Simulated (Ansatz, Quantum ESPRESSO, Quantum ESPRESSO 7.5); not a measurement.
# Band edges of H-SiSi-Cl chair, 1 layer under strain

How do the band edges of H-SiSi-Cl chair, 1 layer move against the vacuum when the sheet is stretched?

Method: plane-wave DFT, PBE, GBRV ultrasoft pseudopotentials (geometry by Ansatz 0.2.0 with PAW datasets; geometry under PBE), in Quantum ESPRESSO 7.5.

**1. The starting structure**

The cell holds 4 atoms: 1 Cl, 2 Si and 1 H. Its edges and angles: a = 3.663 Å, b = 3.663 Å, c = 19.290 Å, α = 90.0°, β = 90.0°, γ = 120.0°. Vacuum lies along c.

As a file:

```cif
data_structure
_symmetry_space_group_name_H-M 'P 1'
_symmetry_Int_Tables_number 1
_cell_length_a 3.6630
_cell_length_b 3.6630
_cell_length_c 19.2900
_cell_angle_alpha 90.000
_cell_angle_beta 90.000
_cell_angle_gamma 120.000
_cell_volume 224.15
loop_
_atom_site_label
_atom_site_type_symbol
_atom_site_fract_x
_atom_site_fract_y
_atom_site_fract_z
_atom_site_occupancy
Cl1 Cl 0.66667 0.33333 0.38880 1
Si2 Si 0.66667 0.33333 0.49922 1
Si3 Si 0.33333 0.66667 0.53758 1
H4 H 0.33333 0.66667 0.61120 1
```

This sheet is a model structure: its symmetry is held, and its stability is not tested here.

**2. Relaxation with Ansatz**

A relaxation in Ansatz fixes the structure of this slab for the runs on it.

File input.yaml:

```yaml
crystal:
  lattice:
    - [3.663, 0.0, 0.0]
    - [-1.8315, 3.1722510541, 0.0]
    - [0.0, 0.0, 19.29]
  atoms:
    - { symbol: Cl, position: [0.6666666667, 0.3333333333, 0.3888024883] }
    - { symbol: Si, position: [0.6666666667, 0.3333333333, 0.499222395] }
    - { symbol: Si, position: [0.3333333333, 0.6666666667, 0.5375842405] }
    - { symbol: H, position: [0.3333333333, 0.6666666667, 0.6111975117] }
kpoints:
  mp_grid: { grid: [12, 12, 1] }
hamiltonian:
  xc: pbe
scf:
  occupations: { method: fermi_dirac, width: 0.05 }
  convergence: { dr2_threshold: 1.0e-08 }
efield:
  axis: 3
  dipole_correction: true
  ramp_position: 0.97
  ramp_width: 0.04
relax:
  f_tol: 0.01
  cell: { fix: [c, alpha, beta] }
output:
  write_potential: true
  write_density: true
  volumetric_format: npy
```

Run with:

```
$ ansatz run input.yaml --threads 2 --pin off --max-ram 4096MiB --backend cpu --events-out ev --progress --plain --runs-dir out
```

Numbers of over 12 decimals in the logs are rounded to 6 here.

Log:

```text
Warning: relax.cell: scf.convergence.dr2_threshold = 1e-8 eV is looser than the 4e-10 eV advised for a relaxation that steers and ends on the stress (1e-10 eV for each atom of the cell: 4). What an SCF threshold leaves in a stress goes as its square root, and in the free energy as the threshold itself, and one threshold admits the most on a small cell: [figures from the program's tests cut] Set scf.convergence.dr2_threshold to 4e-10 eV or tighter. The threshold is an SCF's pass mark: one that does not reach it within its budget of iterations ends unconverged, or closes short of it on a stop that the run arms, and scf.convergence.dr2_threshold's page says what that costs each kind of run
Engine: ansatz 0.2.0, x86_64-unknown-linux-gnu
Pseudopotentials: kind: paw
Pseudopotential: Cl, paw, valence charge 7, recommended cutoff 420 eV (normal), Cl.paw.azcp
Pseudopotential: Si, paw, valence charge 4, recommended cutoff 420 eV (normal), Si.paw.azcp
Pseudopotential: H, paw, valence charge 1, recommended cutoff 420 eV (normal), H.paw.azcp
Functional definition: PBE
  parameter kappa = 0.804
  parameter beta = 0.066725
  exchange = pbe_x(kappa = kappa, mu = beta*pi^2/3)
  correlation = pbe_c(beta = beta)
Crystal: 4 atoms, lattice volume = 224.149 Å³
Basis set: ecut = 420 eV, 4337 PW (Γ), exchange–correlation on 50×50×270 points (8 copies of the dense FFT grid, shifted against one another)
Bands: 12, of which v1, the nominal top of the filled ones, is band 8 counted from 1 (7 counted from 0)
Symmetry: 6 space group operations
Space group: P3m1 (ITA 156), of the structure as read, at distance tolerance 6.1e-5 Å
k-points: 19 of 144 (time reversal used)
Non-local potential: Cl, projectors of the file, l = 0: 2, l = 1: 2, l = 2: 2
Non-local potential: Si, projectors of the file, l = 0: 2, l = 1: 2, l = 2: 2
Non-local potential: H, projectors of the file, l = 0: 2, l = 1: 1
PAW form: soft (Blöchl's): semilocal exchange-correlation on the pseudo side does not see the compensation charge
PAW one-centre angular grid: Cl, 110 points (default); XC on 64 Gauss nodes
PAW one-centre angular grid: Si, 110 points (default); XC on 64 Gauss nodes
PAW one-centre angular grid: H, 110 points (default); XC on 64 Gauss nodes
Initial density: superposition of atomic densities (neutral atoms: chi_scale 0, normalization atom), corrected by the library's trained network
Initial wavefunctions: pseudopotential atomic-orbital guess
Functional: x = pbe(κ = 0.804, μ = 0.219515), c = pbe(β = 0.066725)
SCF iter   1: F=—  HF=-2367.858193 eV  |F-HF|=—  |Δ(HF+E_count)|=         —  Δρ=1.97e-3  dr2=5.34e-2  ethr=1.77e-3  p=0.144 e·Å  D=1.16e-1 V/Å  ΔV_dip=-2.24 eV  dr2_dipole=1.53e-2  V_vac-E_F(+/−)=3.31/5.56 eV  ⟨swp⟩=8.6  Hψ=2028  notcnv=0
efield: sawtooth ramp at fractional position 0.9700 (set: `efield.ramp_position`, or a place that a band, a saddle search or an elastic batch's reference lends), width 0.0400; the density the first Hamiltonian is built on has a dipole p = 0.144 e·Å; the dipole correction subtracts the counter field D = 1.16e-1 V/Å, which shifts the + side's vacuum level by -2.24 eV against the − side's; the planar-averaged density in the ramp window peaks in size at 1.1e-5 e/Å³
preconditioner: auto → none  [insulator: Δε(μ)=1.788 eV  Ē_g=9.682 eV  σ=0.050 eV  W_gap=1.00  n_scr=10 (ndim 8)  ℏωp=9.9 eV  f_vac=0.630  D(μ)=0.00/eV (n_scr^D=0)  ε∞_Penn≈2.0]
SCF iter   2: F=—  HF=-2367.881806 eV  |F-HF|=—  |Δ(HF+E_count)|=   2.36e-2  Δρ=3.28e-3  dr2=1.70e-1  ethr=3.34e-4  p=0.047 e·Å  D=3.79e-2 V/Å  ΔV_dip=-0.73 eV  dr2_dipole=4.84e-2  V_vac-E_F(+/−)=3.94/4.67 eV  ⟨swp⟩=4.3  Hψ=607  notcnv=0  recentre
SCF iter   3: F=—  HF=-2367.846325 eV  |F-HF|=—  |Δ(HF+E_count)|=   3.55e-2  Δρ=5.90e-4  dr2=1.57e-3  ethr=3.34e-4  p=0.112 e·Å  D=9.05e-2 V/Å  ΔV_dip=-1.75 eV  dr2_dipole=4.87e-4  V_vac-E_F(+/−)=3.52/5.27 eV  ⟨swp⟩=4.2  Hψ=512  notcnv=0
SCF iter   4: F=—  HF=-2367.846379 eV  |F-HF|=—  |Δ(HF+E_count)|=   5.45e-5  Δρ=2.70e-4  dr2=1.65e-4  ethr=9.79e-6  p=0.103 e·Å  D=8.34e-2 V/Å  ΔV_dip=-1.61 eV  dr2_dipole=1.27e-6  V_vac-E_F(+/−)=3.55/5.16 eV  ⟨swp⟩=2.5  Hψ=484  notcnv=0
SCF iter   5: F=—  HF=-2367.846546 eV  |F-HF|=—  |Δ(HF+E_count)|=   1.67e-4  Δρ=7.21e-5  dr2=1.11e-5  ethr=1.03e-6  p=0.102 e·Å  D=8.23e-2 V/Å  ΔV_dip=-1.59 eV  dr2_dipole=7.22e-7  V_vac-E_F(+/−)=3.56/5.15 eV  ⟨swp⟩=2.2  Hψ=399  notcnv=0
SCF iter   6: F=—  HF=-2367.846546 eV  |F-HF|=—  |Δ(HF+E_count)|=   3.50e-7  Δρ=2.21e-5  dr2=1.61e-6  ethr=6.95e-8  p=0.102 e·Å  D=8.25e-2 V/Å  ΔV_dip=-1.59 eV  dr2_dipole=3.97e-7  V_vac-E_F(+/−)=3.56/5.15 eV  ⟨swp⟩=2.1  Hψ=396  notcnv=0
SCF iter   7: F=—  HF=-2367.846579 eV  |F-HF|=—  |Δ(HF+E_count)|=   3.28e-5  Δρ=4.53e-6  dr2=4.90e-8  ethr=1.01e-8  p=0.102 e·Å  D=8.24e-2 V/Å  ΔV_dip=-1.59 eV  dr2_dipole=3.70e-9  V_vac-E_F(+/−)=3.56/5.15 eV  ⟨swp⟩=2.2  Hψ=350  notcnv=0
SCF iter   8: F=-2367.846579 eV  HF=-2367.846579 eV  |F-HF|=7.80e-9  |Δ(HF+E_count)|=   1.05e-7  Δρ=1.40e-6  dr2=3.95e-9  ethr=6.25e-11  p=0.102 e·Å  D=8.23e-2 V/Å  ΔV_dip=-1.59 eV  dr2_dipole=1.19e-10  V_vac-E_F(+/−)=3.56/5.15 eV  ⟨swp⟩=9.6  Hψ=1519  notcnv=0
SCF 1 converged in 8 iterations: F = -2367.846579 eV  dr2 = 3.95e-9
  greatest PAW one-centre occupation: 0.910 electrons in one spin orbital (limit 2), on the Cl atom at site 0 (counted from 0), in its partial waves of l = 0
relax step   1: F+E_penalty+E_count = -2367.84657900 eV  Δ(F+E_penalty+E_count) = +0.000e0 eV  max|allowed force component| = 1.812e0 eV/Å  Δτ_max = 0.0000 Å  P = +2.765 GPa  Ω = 224.149 Å³  fix = [c, alpha, beta]  reactions: c +0.754 GPa  (8 SCF iters, accepted)
Crystal: 4 atoms, lattice volume = 244.150 Å³
Basis set: ecut = 420 eV, 4793 PW (Γ), exchange–correlation on 50×50×270 points (8 copies of the dense FFT grid, shifted against one another)
Initial density: handed on by an earlier stage of this run
Initial wavefunctions: those handed on with the density
iter 1 solved again at ethr=3.29e-4 eV; its pass at ethr=3.10e-3 eV (dr2=5.26e-2 eV) is discarded
SCF iter   1: F=—  HF=-2368.219235 eV  |F-HF|=—  |Δ(HF+E_count)|=         —  Δρ=4.00e-3  dr2=5.24e-2  ethr=3.29e-4  p=0.111 e·Å  D=8.23e-2 V/Å  ΔV_dip=-1.59 eV  dr2_dipole=2.88e-4  V_vac-E_F(+/−)=3.38/4.97 eV  ⟨swp⟩=1.3  Hψ=2210  notcnv=0
[...]
SCF 3 converged in 8 iterations: F = -2368.253343 eV  dr2 = 2.01e-9
relax step   3: F+E_penalty+E_count = -2368.25334335 eV  Δ(F+E_penalty+E_count) = -5.141e-2 eV  max|allowed force component| = 1.990e-1 eV/Å  Δτ_max = 0.0434 Å  P = +0.098 GPa  Ω = 252.129 Å³  energy of the carried Pulay correction = -2.245e-3 eV  fix = [c, alpha, beta]  reactions: c -0.125 GPa  (8 SCF iters, accepted)
[...]
relax step   4: F+E_penalty+E_count = -2368.25698258 eV  Δ(F+E_penalty+E_count) = -3.639e-3 eV  max|allowed force component| = 8.268e-2 eV/Å  Δτ_max = 0.0201 Å  P = +0.034 GPa  Ω = 256.106 Å³  energy of the carried Pulay correction = -2.543e-3 eV  fix = [c, alpha, beta]  reactions: c +0.114 GPa  (8 SCF iters, accepted)
[...]
relax step   5: F+E_penalty+E_count = -2368.25741693 eV  Δ(F+E_penalty+E_count) = -4.344e-4 eV  max|allowed force component| = 8.475e-3 eV/Å  Δτ_max = 0.0062 Å  P = +0.003 GPa  Ω = 255.651 Å³  energy of the carried Pulay correction = -2.509e-3 eV  fix = [c, alpha, beta]  reactions: c +0.002 GPa  (7 SCF iters, accepted)
Basis set: ecut = 420 eV, 5033 PW (Γ), exchange–correlation on 54×54×270 points (8 copies of the dense FFT grid, shifted against one another)
Initial wavefunctions: pseudopotential atomic-orbital guess (no wavefunctions were taken with the density)
iter 1 solved again at ethr=1.73e-6 eV; its pass at ethr=3.10e-3 eV (dr2=2.77e-4 eV) is discarded
SCF iter   1: F=—  HF=-2368.261029 eV  |F-HF|=—  |Δ(HF+E_count)|=         —  Δρ=1.74e-4  dr2=6.39e-6  ethr=1.73e-6  p=0.082 e·Å  D=5.82e-2 V/Å  ΔV_dip=-1.12 eV  dr2_dipole=1.49e-7  V_vac-E_F(+/−)=4.03/5.15 eV  ⟨swp⟩=2.7  Hψ=2592  notcnv=0
efield: sawtooth ramp at fractional position 0.9700 (set: `efield.ramp_position`, or a place that a band, a saddle search or an elastic batch's reference lends), width 0.0400; the density the first Hamiltonian is built on has a dipole p = 0.082 e·Å; the dipole correction subtracts the counter field D = 5.82e-2 V/Å, which shifts the + side's vacuum level by -1.12 eV against the − side's; the planar-averaged density in the ramp window peaks in size at 1.3e-6 e/Å³
preconditioner: auto → none  [insulator: Δε(μ)=1.828 eV  Ē_g=9.669 eV  σ=0.050 eV  W_gap=1.00  n_scr=10 (ndim 8)  ℏωp=9.3 eV  f_vac=0.636  D(μ)=0.00/eV (n_scr^D=0)  ε∞_Penn≈1.9]
SCF iter   2: F=—  HF=-2368.262000 eV  |F-HF|=—  |Δ(HF+E_count)|=   9.71e-4  Δρ=8.70e-5  dr2=2.63e-6  ethr=3.99e-8  p=0.082 e·Å  D=5.79e-2 V/Å  ΔV_dip=-1.12 eV  dr2_dipole=4.28e-7  V_vac-E_F(+/−)=4.03/5.15 eV  ⟨swp⟩=2.0  Hψ=393  notcnv=0
SCF iter   3: F=—  HF=-2368.262343 eV  |F-HF|=—  |Δ(HF+E_count)|=   3.43e-4  Δρ=4.26e-5  dr2=5.15e-6  ethr=1.64e-8  p=0.082 e·Å  D=5.84e-2 V/Å  ΔV_dip=-1.13 eV  dr2_dipole=1.31e-6  V_vac-E_F(+/−)=4.03/5.16 eV  ⟨swp⟩=2.1  Hψ=362  notcnv=0
SCF iter   4: F=—  HF=-2368.262442 eV  |F-HF|=—  |Δ(HF+E_count)|=   9.93e-5  Δρ=6.74e-6  dr2=8.29e-8  ethr=1.64e-8  p=0.082 e·Å  D=5.81e-2 V/Å  ΔV_dip=-1.12 eV  dr2_dipole=8.97e-9  V_vac-E_F(+/−)=4.03/5.15 eV  ⟨swp⟩=2.2  Hψ=329  notcnv=0
SCF iter   5: F=-2368.262446 eV  HF=-2368.262446 eV  |F-HF|=6.75e-8  |Δ(HF+E_count)|=   3.92e-6  Δρ=1.87e-6  dr2=5.03e-9  ethr=6.25e-11  p=0.082 e·Å  D=5.81e-2 V/Å  ΔV_dip=-1.12 eV  dr2_dipole=2.15e-10  V_vac-E_F(+/−)=4.03/5.15 eV  ⟨swp⟩=10.3  Hψ=1974  notcnv=0
SCF 6 converged in 5 iterations: F = -2368.262446 eV  dr2 = 5.03e-9
relax step   6: F+E_penalty+E_count = -2368.26244620 eV  Δ(F+E_penalty+E_count) = -5.029e-3 eV  max|allowed force component| = 8.117e-3 eV/Å  Δτ_max = 0.0000 Å  P = +0.024 GPa  Ω = 255.651 Å³  fix = [c, alpha, beta]  reactions: c +0.008 GPa  stress off target by 3.19e-2 GPa on what of the cell is left free  SCF on the basis re-selected at this cell (its energy is not comparable with the rows above)  (5 SCF iters)
basis re-selected at this cell: Δ(F+E_penalty+E_count) = -5.029e-3 eV, ΔP = +0.021 GPa vs the last step (what re-selecting the basis moved, of the pressure what is left beyond the Pulay correction that the steps carried, after the strain that the cell walked since its last selection, with what the two solves' SCF thresholds leave and, on support functions, any second-order correction that the steps lacked; it is no measure of the basis error at this ecutwfc). The dense FFT grid was sized anew with the basis: this SCF ran on 27×27×135 points, the steps before it on 25×25×135, so part of this shift can come from that change (see relax.cell in the input reference). [rest of the remark cut]
WARN: The output density's exchange-correlation potential varies sharply where the density is thin. Do not read a vacuum level from v_tot or v_xc, or from such a field of the output density. On a cell that repeats whose density bears no net charge and no dipole along the vacuum's axis use v_es (v_loc + v_h of the components); under efield.dipole_correction with no amplitude use v_es + v_field, which holds any externa [...]
SCF converged after 5 iterations
Free energy (F): -2368.262446 eV
Harris-Foulkes:  -2368.262446 eV  (|F-HF|=6.75e-8)
Internal energy: -2368.262446 eV  (E = F + TS)
E sigma→0 (E₀):  -2368.262446 eV
Fermi energy:    -1.935431 eV
Dipole field:    D = 0.058124 V/Å  (p = 0.082118 e·Å, saw-weighted, corrected)
Work function:   Φ+ = 4.0310 eV   Φ− = 5.1523 eV
Levels:          The Fermi level and band energies are counted from a zero that moves with the ramp; work functions are not
--- Per-component energies (eV) ---
  E_band       = -133.793161
  E_kinetic    = 254.443817
  E_local      = -3380.971680  (includes V_loc(G=0)·N_el)
  E_nonlocal   = 81.525489
  E_hartree    = 1569.435039
  E_xc         = -225.498177
  E_vxc        = -225.690617  (∫ρ·V_xc dr)
  E_paw        = -1685.291198  (= ΣΔE_a)
  E_vpaw       = -2.380359  (= ΣTr[D̂ρ^β])
  E_aug_tail   = -0.001125  (compensation charges beyond the density's cutoff)
  E_efield     = 0.002386  (sawtooth field / dipole correction)
  E_vefield    = 0.410767  (∫n·V_field dr)
  E_ewald      = 1018.093003
  E_smearing   = -0.000000  (= −TS)
  E_closure    = 0.000000  (closes the sum)
  Σ components = -2368.262446   (vs F -2368.262446, Δ=0.00e0)
--- Forces (eV/Å), atoms counted from 1 ---
  atom   1  Cl     0.00000000    -0.00000000    -0.00810350
  atom   2  Si     0.00000000     0.00000000     0.00775128
  atom   3  Si     0.00000000    -0.00000000     0.00371942
  atom   4  H      0.00000000    -0.00000000    -0.00331430
  max |Σ_I F_I| component: 5.29e-5 eV/Å
--- Stress (GPa, compression-positive) ---
        0.031930       0.000000       0.000000
        0.000000       0.031930      -0.000000
        0.000000      -0.000000       0.007613
  P = ⅓ Tr σ = 0.0238 GPa (0.238 kbar)
--- Band table (eV; the first three rows and the last of 19) ---
  k-point 0: bands = [... 4 lower, -5.1730, -5.1730, -2.8494, -2.8494, -1.0213, 0.8542, 0.8542, 0.8694]
  k-point 1: bands = [... 4 lower, -5.3201, -5.2093, -3.3797, -2.9712, -0.6296, 0.7470, 1.1067, 1.1286]
  k-point 2: bands = [... 4 lower, -5.7282, -5.3078, -4.1919, -3.2424, -0.3694, 0.6795, 1.7285, 1.8333]
  k-point 18: bands = [... 4 lower, -6.6910, -6.6253, -5.0981, -4.9842, 0.7342, 1.5888, 2.3648, 3.6795]
--- Relaxed structure (5 steps of the walk, 5 accepted, 1 SCFs on fresh bases) ---
  F+E_penalty+E_count = -2368.26244620 eV   max|allowed force component| = 8.117e-3 eV/Å   (the final SCF, on the basis selected at the relaxed cell)
  cell:  # Å, volume = 255.6507 Å³
    - [3.911939, 0, 0]
    - [-1.955969, 3.387838, 0]
    - [0, 0, 19.29]
  atoms:
    - { symbol: Cl, position: [0.666667, 0.333333, 0.390259] }
    - { symbol: Si, position: [0.666667, 0.333333, 0.497849] }
    - { symbol: Si, position: [0.333333, 0.666667, 0.535328] }
    - { symbol: H, position: [0.333333, 0.666667, 0.613370] }
```

It took 12 s on 2 threads of Intel Xeon Platinum 8488C (Sapphire Rapids), shared host; peak memory 0.51 GiB; 23 s of CPU time.

Step by step:

```csv
step,energy less that of the first step (eV),largest force component (eV/Å),pressure (GPa),volume (Å³)
1,0.0000,1.8119,2.76,224.15
2,-0.3554,0.5943,1.03,244.15
3,-0.4068,0.1990,0.10,252.13
4,-0.4104,0.0827,0.03,256.11
5,-0.4108,0.0085,0.00,255.65
6*,-0.4159,0.0081,0.02,255.65
```

Relaxation steps marked * repeat the geometry before them on a plane-wave basis chosen anew for their cell, so energy and pressure can jump there.

```csv
cell as run,before,after,change
a (Å),3.663,3.912,+6.8 %
b (Å),3.663,3.912,+6.8 %
```

The atoms that moved most (Å, along periodic axes as changes of fractional coordinates times the final cell, across vacuum about the mean position):

```csv
atom,dx,dy,dz,length
Si3,0.000,0.000,-0.044,0.044
H4,0.000,0.000,0.042,0.042
Cl1,0.000,0.000,0.028,0.028
Si2,0.000,0.000,-0.026,0.026
```

The relaxed structure:

```xyz
4
Lattice="3.9119 0.0000 0.0000 -1.9560 3.3878 0.0000 0.0000 0.0000 19.2900" Properties=species:S:1:pos:R:3
Cl    1.9560    1.1293    7.5281
Si    1.9560    1.1293    9.6035
Si    0.0000    2.2586   10.3265
H     0.0000    2.2586   11.8319
```

Read from the output:

```
free energy                                                      : -2368.2624 eV
Fermi energy                                                     : -1.935 eV
gap by band count                                                : 1.828 eV
symmetry operations                                              : 6
dipole along the normal                                          : 0.08212 e·Å
vacuum level at the upper face over a Fermi level inside the gap : 4.031 eV
vacuum level at the lower face over a Fermi level inside the gap : 5.152 eV
```

(Continued in part 2 of 2.)

[Logs are printed without paths, hosts, clocks, repeated set-up lines and the standing remarks that a program may print on its own settings, such as how far it seeks lower states.]

[Hosts, paths, dates, database ids (printed as entryN), source tags and the programs' standing remarks are cut or masked in the printed files.]

[Maps of the electrostatic potential energy from Ansatz leave out the sawtooth potential of an applied field or a dipole correction, so their vacuum need not be flat; planar profiles and work functions include it.]
